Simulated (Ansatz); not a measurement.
Consider ReF3 (honeycomb trihalide sheet).

The cell holds 8 atoms: 2 Re and 6 F. Cell: a = 4.537 Å, b = 4.537 Å, c = 28.448 Å, α = 90.0°, β = 90.0°, γ = 120.0°. Vacuum lies along c.

```xyz
8
Lattice="3.7048 -1.8524 1.8524 -1.8524 -1.8524 -3.7048 16.4245 16.4245 -16.4245" Properties=species:S:1:pos:R:3
Re    5.2897    3.4373   -7.1421
Re    7.1421    3.4373   -5.2897
F     7.3565    5.4599   -5.4599
F     5.4599    5.4599   -7.3565
F     7.3123    3.6518   -7.3123
F     6.9276    3.2671   -3.2671
F     3.2671    3.2671   -6.9276
F     5.1195    3.2228   -5.1195
```

The structure was relaxed with PBEsol. The structure was generated from a model, not taken from a measurement. The runs that relaxed it are not among those shown. The program's search for lower electronic states was switched off, so nothing shows that the state found is the lowest. Spin-orbit coupling is left out unless a run names it. PAW set soft_2, made with PBE.

A constrained-RPA run (Ansatz 0.2.0; non-magnetic PBEsol; Re t2g, bands v4 to c2, 6×6×1 mesh, medium accuracy) builds 6 functions on bands 4.7 eV wide, with 8.0 electrons in the window. The bare on-site interaction is 11.9 eV and the bare J 0.43 eV.

Question: What U and J survive the screening?

On the Re t2g shell, U = 5.30 eV (45 % of the bare value), U′ = 4.58 eV, J = 0.30 eV.

The parent state is non-magnetic and the interaction static (zero frequency); U depends on the window and the orbitals, so it belongs to this model alone. Spin-orbit coupling, which is strong for atoms this heavy, is left out.

[Paths, hosts, dates, memory and timing lines, banners, echoed tables and standing remarks are left out of the program output.]

[Logs are printed without paths, hosts, clocks, repeated set-up lines and the standing remarks that a program may print on its own settings, such as how far it seeks lower states.]

[Runs of the session that timed out or met a known fault of the program may be left out.]

[Hosts, paths, dates, database ids (printed as entryN), source tags and the programs' standing remarks are cut or masked in the printed files.]
